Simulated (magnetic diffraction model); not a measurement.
# Which magnetic order? Tl2VFe3S8

Space group R-3m (no. 166), a = 7.7130 Å, c = 19.1050 Å.

```
site  atom       x       y       z
  6c    Tl     2/3     1/3  0.2057
  9e    Fe     1/2       0       0
  3b     V     1/3     2/3     1/6
  6c     S     2/3     1/3  0.0738
 18h     S  0.4812  0.9624  0.2491
```

The compound is invented for this exercise: a known structure type with other elements, its cell scaled to their sizes and not relaxed.

Only Fe is taken to order (form factors of Fe3+); orders and moment sizes are assumed, and not adapted to the symmetry. Radiation: neutrons of λ = 2.41 Å, 8° to 80°; isotropic B of 0.29 Å² (Tl), 0.42 Å² (Fe), 0.51 Å² (V) and 0.55 Å² (S). The intensities are simulated: I ∝ L Σ (|F_N|² + |F_M⊥|²) for unpolarised neutrons, with F_M = 2.695 fm/μB × Σ f(s) S exp(2πi Q·r) exp(−B s²) at Q = H ± k (one set where k and −k are equivalent), only the part normal to Q counting and L = 1/(sin²θ cos θ). For collinear order S is the moment m, which repeats by lattice and centring translations R with the sign exp(−2πi k·R). Form factors are spin-only for 3d ions and dipole or tabulated for f ions, scattering lengths are Sears's of 1992, and absorption is left out. A label names one of the reflections at its angle. The strongest nuclear line in the range is 100, and lines under 0.2 are left out.

Above the ordering temperature:

| 2θ (°) | index | I |
| --- | --- | --- |
| 21.81 | (0 0 3) | 18.4 |
| 25.43 | (0 1 2) | 16.0 |
| 36.14 | (1 0 4) | 59.1 |
| 36.41 | (1 1 0) | 5.5 |
| 42.61 | (0 1 5) | 22.1 |
| 42.85 | (1 1 3) | 50.4 |
| 42.97 | (0 2 1) | 93.7 |
| 44.47 | (0 0 6) | 1.0 |
| 44.94 | (2 0 2) | 1.7 |
| 52.24 | (0 2 4) | 41.2 |
| 56.97 | (1 0 7) | 3.5 |
| 57.27 | (2 0 5) | 9.1 |
| 57.56 | (2 1 1) | 4.3 |
| 58.78 | (1 1 6) | 4.7 |
| 59.16 | (1 2 2) | 7.7 |
| 64.80 | (0 1 8) | 1.3 |
| 65.35 | (2 1 4) | 42.2 |
| 65.53 | (3 0 0) | 1.4 |
| 69.17 | (0 0 9) | 11.9 |
| 69.53 | (0 2 7) | 50.7 |
| 69.79 | (1 2 5) | 38.4 |
| 69.96 | (3 0 3) | 25.6 |
(The table stops after 22 lines; 2 more lie at higher angle.)

Below it (cell unchanged):

```csv
2θ (°),I
12.64,100.2
17.84,53.9
17.98,2.9
21.81,18.4
25.43,16.0
28.41,6.0
28.58,4.8
31.08,17.1
31.32,4.4
31.40,12.8
36.14,59.1
36.41,5.5
38.30,10.5
38.56,17.6
38.69,6.6
40.64,2.9
40.83,7.0
42.61,22.1
42.85,50.4
42.97,93.7
44.47,1.0
44.94,1.7
46.59,2.2
46.93,1.8
48.34,2.1
48.61,6.6
48.78,1.6
48.83,5.4
52.24,41.2
53.57,4.5
53.87,5.7
54.08,9.9
54.18,3.4
55.45,7.6
55.70,1.3
55.85,3.1
```
(The table stops after 36 lines; 45 more lie at higher angle.)

**Question.** Check that the new lines index with k = (1/2 1/2 0), then choose among these models:
A. collinear moments along [120], 4.15 μB on Fe; signs + at (1/2, 0, 0), − at (0, 1/2, 0), − at (1/2, 1/2, 0)
B. collinear moments along [100], 4.15 μB on Fe; signs + at (1/2, 0, 0), + at (0, 1/2, 0), + at (1/2, 1/2, 0)
C. collinear moments along [120], 4.15 μB on Fe; signs + at (1/2, 0, 0), + at (0, 1/2, 0), + at (1/2, 1/2, 0)
D. collinear moments along [100], 4.15 μB on Fe; signs + at (1/2, 0, 0), − at (0, 1/2, 0), − at (1/2, 1/2, 0)

The new lines index as (1/2 -1/2 1) at 12.64°, (-1/2 1/2 2) at 17.84°, (1/2 1/2 0) at 17.98° and (1/2 1/2 3) at 28.41°, that is as H ± k with k = (1/2 1/2 0), one of 3 inequivalent arms of its star (k and −k counted as one), which a powder can't tell apart. Half indices mean that the moments reverse under translations with k·R a half-integer, and the magnetic cell has twice the primitive volume.

Magnetic intensity, observed (below minus above) and for each model:

| 2θ (°) | index | observed | A | B | C | D |
| --- | --- | --- | --- | --- | --- | --- |
| 12.64 | (1/2 -1/2 1) | 100.2 | 100.2 | 11.9 | 20.0 | 59.7 |
| 17.84 | (-1/2 1/2 2) | 53.9 | 53.9 | 8.8 | 10.8 | 43.9 |
| 17.98 | (1/2 1/2 0) | 2.9 | 2.9 | 43.5 | 14.5 | 8.7 |
| 28.41 | (1/2 1/2 3) | 6.0 | 6.0 | 38.7 | 29.9 | 7.7 |
| 28.58 | (-1/2 3/2 1) | 4.8 | 4.8 | 21.2 | 24.0 | 4.2 |
| 31.08 | (1/2 -1/2 4) | 17.1 | 17.1 | 3.2 | 3.4 | 16.1 |
| 31.32 | (3/2 -1/2 2) | 4.4 | 4.4 | 20.0 | 22.0 | 4.0 |
| 38.56 | (3/2 -3/2 3) | 17.6 | 17.6 | 2.1 | 3.5 | 10.5 |

Model A matches.

The structure used: k = (1/2 1/2 0), collinear moments along [120], 4.15 μB on Fe; signs + at (1/2, 0, 0), − at (0, 1/2, 0), − at (1/2, 1/2, 0).

[Logs are printed without paths, hosts, clocks, repeated set-up lines and the standing remarks that a program may print on its own settings, such as how far it seeks lower states.]
